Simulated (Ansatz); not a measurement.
**Sensitivity of the G0W0 gap of Rb2CdSe2O6 (R-3m)**

A base run on Rb2CdSe2O6 (R-3m), then changed inputs.

Program: Ansatz 0.2.0. Level of theory: G0W0 on PBE, plane waves, PAW; PAW set soft_1. Results are calculated unless marked as measured.

## 1. The starting structure

It takes space group R-3m (No. 166, trigonal). Conventional cell: a = 5.750 Å, b = 5.750 Å, c = 19.669 Å, α = 90.00°, β = 90.00°, γ = 120.00°. Rb has 9 O at 2.94 to 3.09 Å nearest. Cd has 6 O at 2.34 Å nearest. Nearest to Se lie 3 O at 1.72 Å. Nearest to O lie 1 Se at 1.72 Å and 1 Cd at 2.34 Å and 3 Rb at 2.94 to 3.09 Å. Farther neighbours and most contacts between anions are not listed.

Geometry: measured cell, ions relaxed with PBE. The runs that relaxed it are not among those shown.

## 2. The base run: 2×2×2 mesh, 426 empty bands, screening to 100 eV, PAW set soft_1 files

G0W0 replaces the xc potential by the self-energy, built once from these orbitals. Only a window of levels is corrected, while the sums run over the empty bands that the input names. This step takes PAW set soft_1 files.

input.yaml reads:

```yaml
crystal:
  lattice:
    - [2.87515, 1.6599686265, 6.5561666667]
    - [-2.87515, 1.6599686265, 6.5561666667]
    - [0.0, -3.3199372529, 6.5561666667]
  atoms:
    - { symbol: Rb, position: [0.8022665693, 0.8022665693, 0.8022665693] }
    - { symbol: Rb, position: [0.1977334307, 0.1977334307, 0.1977334307] }
    - { symbol: Cd, position: [0.0, 0.0, 0.0] }
    - { symbol: Se, position: [0.6258540386, 0.6258540386, 0.6258540386] }
    - { symbol: Se, position: [0.3741459614, 0.3741459614, 0.3741459614] }
    - { symbol: O, position: [0.7448088786, 0.27651698, 0.7448088786] }
    - { symbol: O, position: [0.7448088786, 0.7448088786, 0.27651698] }
    - { symbol: O, position: [0.27651698, 0.7448088786, 0.7448088786] }
    - { symbol: O, position: [0.2551911214, 0.72348302, 0.2551911214] }
    - { symbol: O, position: [0.72348302, 0.2551911214, 0.2551911214] }
    - { symbol: O, position: [0.2551911214, 0.2551911214, 0.72348302] }
kpoints:
  mp_grid: { grid: [2, 2, 2] }
hamiltonian:
  xc: pbe
  pseudopotentials: { kind: paw, azcp: { folder: soft_1 } }
scf:
  occupations: { method: fixed }
gw:
  n_empty_bands: 426
  ecut_chi: 100
  qp_bands: [v3, c3]
  qp_kpoints: band_edges
  screening: { model: contour_deformation }
```

Command:

```sh
$ ansatz run input.yaml --threads 2 --pin off --max-ram 92160MiB --backend cuda --events-out ev --progress --plain --runs-dir out --devices 1 --max-vram 13GiB
```

Numbers of over 12 decimals in the logs are rounded to 6 here.

Log:

```text
GPUs: using 1 of 1 available (devices: 1).
Engine: ansatz 0.2.0, x86_64-unknown-linux-gnu
Pseudopotentials: kind: paw
Pseudopotential: Rb, paw, valence charge 9, recommended cutoff 420 eV (normal), soft_1/Rb.paw.azcp
Pseudopotential: Cd, paw, valence charge 20, recommended cutoff 420 eV (normal), soft_1/Cd.paw.azcp
Pseudopotential: Se, paw, valence charge 16, recommended cutoff 420 eV (normal), soft_1/Se.paw.azcp
Pseudopotential: O, paw, valence charge 6, recommended cutoff 420 eV (normal), soft_1/O.paw.azcp
Functional definition: PBE
  parameter kappa = 0.804
  parameter beta = 0.066725
  exchange = pbe_x(kappa = kappa, mu = beta*pi^2/3)
  correlation = pbe_c(beta = beta)
device memory: the entry about to start is reckoned to put 3.0 GiB on a device that reports 50.4 GiB free (of which the cap on the GPU budget leaves the run 13.0 GiB)
GPU FFT provider: cuFFT
GPU libraries: cuBLAS 13.8.2, cuFFT 12.4.0, cuSOLVER 12.3.4
Crystal: 11 atoms, lattice volume = 187.742 Å³
Basis set: ecut = 420 eV, 3717 PW (Γ)
Bands: 64, of which v1, the nominal top of the filled ones, is band 53 counted from 1 (52 counted from 0)
Symmetry: 12 space group operations
Space group: R-3m (ITA 166), of the structure as read, at distance tolerance 5.7e-5 Å
k-points: 4 of 8
Non-local potential: Rb, projectors of the file, l = 0: 3, l = 1: 2, l = 2: 2
Non-local potential: Cd, projectors of the file, l = 0: 3, l = 1: 2, l = 2: 2, l = 3: 1
Non-local potential: Se, projectors of the file, l = 0: 2, l = 1: 2, l = 2: 3, l = 3: 1
Non-local potential: O, projectors of the file, l = 0: 2, l = 1: 2, l = 2: 1
PAW form: soft (Blöchl's): semilocal exchange-correlation on the pseudo side does not see the compensation charge
PAW one-centre angular grid: Rb, 110 points (default); XC on 64 Gauss nodes
PAW one-centre angular grid: Cd, 590 points (default); XC on 64 Gauss nodes
PAW one-centre angular grid: Se, 590 points (default); XC on 64 Gauss nodes
PAW one-centre angular grid: O, 110 points (default); XC on 64 Gauss nodes
Initial density: superposition of atomic densities (chi_scale 0.1, normalization cell, long waves kept (reshape's long-wave potential 0.06 eV rms))
Initial wavefunctions: pseudopotential atomic-orbital guess
GPU buffer pool allocated for 125000 grid points (all kernels)
GPU transforms: local potential and band sums: pruned to the plane-wave sphere, on 50×50×50
Functional: x = pbe(κ = 0.804, μ = 0.219515), c = pbe(β = 0.066725)
SCF iter   1: F=—  HF=-29140.343493 eV  |F-HF|=—  |Δ(HF+E_count)|=         —  Δρ=8.32e-2  dr2=2.59e1  ethr=3.10e-3  ⟨swp⟩=4.8  Hψ=822  notcnv=0  defer=27
preconditioner: auto → Resta (q_TF=auto, 2.480 Å⁻¹)  ε∞=3.8  [insulator: Δε(μ)=2.700 eV  Ē_g=13.922 eV  n_scr=46 (ndim 8)  ℏωp=23.3 eV  f_vac=0.022  ε∞_Penn≈3.8]
[...]
device memory: the entry about to start is reckoned to put 1.3 GiB on a device that reports 50.0 GiB free (of which the cap on the GPU budget leaves the run 13.0 GiB)
NSCF: frozen V_eff on 1 k-points
SCF converged after 11 iterations
Free energy (F): -29131.052131 eV
Harris-Foulkes:  -29131.052131 eV  (|F-HF|=7.96e-9)
Internal energy: -29131.052131 eV  (E = F + TS)
E sigma→0 (E₀):  -29131.052131 eV
Fermi energy:    5.601621 eV
--- Per-component energies (eV) ---
  E_band       = -1532.025873
  E_kinetic    = 2035.533255
  E_local      = -14104.034877  (includes V_loc(G=0)·N_el)
  E_nonlocal   = 107.945445
  E_hartree    = 6443.819468
  E_xc         = -1005.412532
  E_vxc        = -1184.678091  (∫ρ·V_xc dr)
  E_paw        = -14580.925934  (= ΣΔE_a)
  E_vpaw       = -1274.433556  (= ΣTr[D̂ρ^β])
  E_aug_tail   = 0.004282  (compensation charges beyond the density's cutoff)
  E_ewald      = -8027.981240
  E_smearing   = -0.000000  (= −TS)
  E_closure    = -0.000000  (closes the sum)
  Σ components = -29131.052131   (vs F -29131.052131, Δ=0.00e0)
--- Band table (eV) ---
  k-point 0: bands = [... 49 lower, 5.3284, 5.4249, 5.4249, 5.4818, 9.4926, 10.3183, 10.3183, 10.9785, ... 7 higher]
  k-point 1: bands = [... 49 lower, 5.1302, 5.2936, 5.4511, 5.6016, 10.1867, 10.3376, 11.1019, 11.8973, ... 7 higher]
  k-point 2: bands = [... 49 lower, 5.1244, 5.4266, 5.4977, 5.5689, 10.1290, 10.4937, 11.0900, 11.8484, ... 7 higher]
  k-point 3: bands = [... 49 lower, 5.3356, 5.3607, 5.4484, 5.4582, 9.7724, 10.3448, 10.3999, 10.3999, ... 7 higher]
--- G₀W₀: contour deformation, 6 samples at zero and on the imaginary axis and 1 off it, 8 q-points, 426 empty bands' worth ---
  eigenvalues of the whole cell's RPA ε∞ on this k-mesh (on a slab, of 1 + 4πα/V) = 2.6791, 3.5367, 3.5367; static W/v taken at q = 0 is 0.301223
  bands read: the sum over 479 bands ends inside a degenerate multiplet in 1 slot, whose members it reads at an even weight; the widest, k=0: bands 479 to 480 (counted from 1) at 1/2 each
  gw.qp_kpoints: band_edges: 4 of 4 stored k-points solved, in 1 pass; an edge of the gap read off the rows below is read off those points alone
    ik  band        ε_KS         Σx   Σc(E_QP)       V_xc       Z   E_QP_lin       E_QP  E_QP is
     0    51      5.4249   -27.8315     4.5307   -22.4881  0.7576     4.6022     4.6122  root
     0    52      5.4249   -27.8315     4.5307   -22.4881  0.7576     4.6022     4.6122  root
     0    53      5.4818   -26.4157     4.9524   -20.6302  0.7440     4.6370     4.6487  root
     0    54      9.4926    -9.8562    -4.0704   -14.9272  0.8280    10.5026    10.4932  root
     0    55     10.3183   -10.9162    -3.2834   -15.3999  0.8061    11.5334    11.5186  root
     0    56     10.3183   -10.9162    -3.2834   -15.3999  0.8061    11.5334    11.5186  root
     1    51      5.2936   -23.0815     3.4627   -18.6583  0.7687     4.3197     4.3332  root
     1    52      5.4511   -27.6867     4.5906   -22.2943  0.7559     4.6396     4.6494  root
[...]
3    53      5.4582   -23.7000     3.4124   -19.3866  0.7696     4.5458     4.5571  root
     3    54      9.7724   -10.7455    -4.1717   -16.0836  0.8213    10.9524    10.9388  root
     3    55     10.3448   -10.2359    -3.8134   -15.2108  0.8222    11.5198    11.5062  root
     3    56     10.3999   -10.9143    -3.3661   -15.5027  0.8048    11.6380    11.6222  root
```

Elapsed: 6.4 s, on 1 × NVIDIA H100 80GB HBM3 (shared by 6 runs) with 2 threads of AMD EPYC 7R13 (Zen 3), shared host; peak memory 1.4 GiB.

This step gave:

```yaml
bands_summed: 479
rpa_eps_infinity_on_this_mesh_eigenvalues: 2.679, 3.537, 3.537
plane_waves_in_the_screening_matrix: 419
q_points_in_the_mesh: 8
g0w0_gap_on_the_mesh: 5.763 eV
k_of_the_valence_top: 0, 0, -0.5
k_of_the_conduction_bottom: 0, 0, 0
starting_gap_on_the_mesh: 3.891 eV
z_at_the_valence_top: 0.7649
z_at_the_conduction_bottom: 0.8280
least_direct_g0w0_gap_on_the_computed_points: 5.845 eV
```

The gap on the mesh goes from 3.89 eV to 5.76 eV, a correction of +1.87 eV. Between the two edge states, bare exchange in place of the xc potential would open the gap by 9.63 eV, and correlation takes back 7.75 eV.

## 3. Variant: guard bands

Changes to input.yaml since step 2:

```diff
@@ -25,4 +25,4 @@
 gw:
-  n_empty_bands: 426
-  ecut_chi: 100
+  n_empty_bands: 305
+  ecut_chi: 80
   qp_bands: [v3, c3]
@@ -30 +30,2 @@
   screening: { model: contour_deformation }
+  n_guard_bands: 12
```

Log:

```text
GPUs: using 1 of 1 available (devices: 1).
[...]
GPU FFT provider: cuFFT
GPU libraries: cuBLAS 13.8.2, cuFFT 12.4.0, cuSOLVER 12.3.4
Crystal: 11 atoms, lattice volume = 187.742 Å³
Basis set: ecut = 420 eV, 3717 PW (Γ)
Bands: 64, of which v1, the nominal top of the filled ones, is band 53 counted from 1 (52 counted from 0)
Symmetry: 12 space group operations
[...]
k-points: 4 of 8
[...]
GPU buffer pool allocated for 125000 grid points (all kernels)
[...]
SCF iter   1: F=—  HF=-29140.343493 eV  |F-HF|=—  |Δ(HF+E_count)|=         —  Δρ=8.32e-2  dr2=2.59e1  ethr=3.10e-3  ⟨swp⟩=4.8  Hψ=822  notcnv=0  defer=27
[...]
SCF iter  11: F=-29131.052131 eV  HF=-29131.052131 eV  |F-HF|=7.96e-9  |Δ(HF+E_count)|=   2.10e-7  Δρ=1.97e-6  dr2=7.74e-9  ethr=9.43e-11  ⟨swp⟩=11.5  Hψ=1098  notcnv=0
SCF 1 converged in 11 iterations: F = -29131.052131 eV  dr2 = 7.74e-9
[...]
NSCF: frozen V_eff on 4 k-points
[...]
G₀W₀ screening: q 1/4
[... further progress lines ...]
[...]
SCF converged after 11 iterations
Free energy (F): -29131.052131 eV
[...]
Internal energy: -29131.052131 eV  (E = F + TS)
E sigma→0 (E₀):  -29131.052131 eV
Fermi energy:    5.601621 eV
[...]
--- Band table (eV) ---
  k-point 0: bands = [... 49 lower, 5.3284, 5.4249, 5.4249, 5.4818, 9.4926, 10.3183, 10.3183, 10.9785, ... 7 higher]
  k-point 1: bands = [... 49 lower, 5.1302, 5.2936, 5.4511, 5.6016, 10.1867, 10.3376, 11.1019, 11.8973, ... 7 higher]
  k-point 2: bands = [... 49 lower, 5.1244, 5.4266, 5.4977, 5.5689, 10.1290, 10.4937, 11.0900, 11.8484, ... 7 higher]
  k-point 3: bands = [... 49 lower, 5.3356, 5.3607, 5.4484, 5.4582, 9.7724, 10.3448, 10.3999, 10.3999, ... 7 higher]
[...]
0    51      5.4249   -27.8315     4.6201   -22.4881  0.7598     4.6938     4.7017  root
     0    52      5.4249   -27.8315     4.6201   -22.4881  0.7598     4.6938     4.7017  root
     0    53      5.4818   -26.4157     5.0391   -20.6302  0.7461     4.7261     4.7354  root
     0    54      9.4926    -9.8562    -3.9992   -14.9272  0.8293    10.5754    10.5644  root
     0    55     10.3183   -10.9162    -3.1983   -15.3999  0.8076    11.6210    11.6037  root
     0    56     10.3183   -10.9162    -3.1983   -15.3999  0.8076    11.6210    11.6037  root
     1    51      5.2936   -23.0815     3.5661   -18.6583  0.7706     4.4259     4.4365  root
     1    52      5.4511   -27.6867     4.6815   -22.2943  0.7580     4.7326     4.7403  root
[...]
3    53      5.4582   -23.7000     3.5228   -19.3866  0.7715     4.6589     4.6675  root
     3    54      9.7724   -10.7455    -4.0876   -16.0836  0.8229    11.0388    11.0229  root
     3    55     10.3448   -10.2359    -3.7440   -15.2108  0.8237    11.5912    11.5757  root
     3    56     10.3999   -10.9143    -3.2796   -15.5027  0.8063    11.7273    11.7087  root
```

The job ended after 8.9 s (1 × NVIDIA H100 80GB HBM3 (shared by 6 runs) with 2 threads; peak memory 1.3 GiB; 12 s of CPU time).

The G0W0 gap on the mesh is 5.735 eV.

Against the base:

```tsv
setting	base	variant
empty bands	426	305
screening cutoff (eV)	100	80
n guard bands	-	12
```

```tsv
quantity	variant	base
starting gap on the mesh	3.891	3.891
G0W0 gap on the mesh	5.735	5.763
least direct G0W0 gap on the computed points	5.829	5.845
Z at the valence top	0.767	0.765
Z at the conduction bottom	0.829	0.828
```

## 4. Outcome

| Item | Value |
| --- | --- |
| base | 5.76 eV, 6.4 s |
| guard bands | 5.74 eV, 8.9 s |

Guard bands: the gap moves by −0.03 eV. The variant differs from the base in empty bands, screening cutoff and n guard bands together, so the change can't be laid to one of them. All runs here use a coarse mesh and modest cutoffs; they test settings and are not final values. The 2×2×2 mesh is coarse for this cell (its supercell is 15 Å along the shortest edge). The RPA ε∞ on it, from the PBE start, is 2.68 and 3.54; such meshes misread the long-range screening, most where the gap is narrow. A d shell, filled or nearly so, lies near the gap. One-shot GW converges very slowly in bands there, not always from below, and on a semilocal start the gap tends to come out low; starts rich in exact exchange can overshoot instead. The many-body steps are scalar-relativistic: spin-orbit coupling is not in them.

[Paths, hosts, dates, memory and timing lines, banners, echoed tables and standing remarks are left out of the program output.]

[Logs are printed without paths, hosts, clocks, repeated set-up lines and the standing remarks that a program may print on its own settings, such as how far it seeks lower states.]

[Runs of the session that timed out or met a known fault of the program may be left out.]

[Cells called generated may have been cut or substituted from an entry of the Crystallography Open Database or the Materials Project.]

[Hosts, paths, dates, database ids (printed as entryN), source tags and the programs' standing remarks are cut or masked in the printed files.]
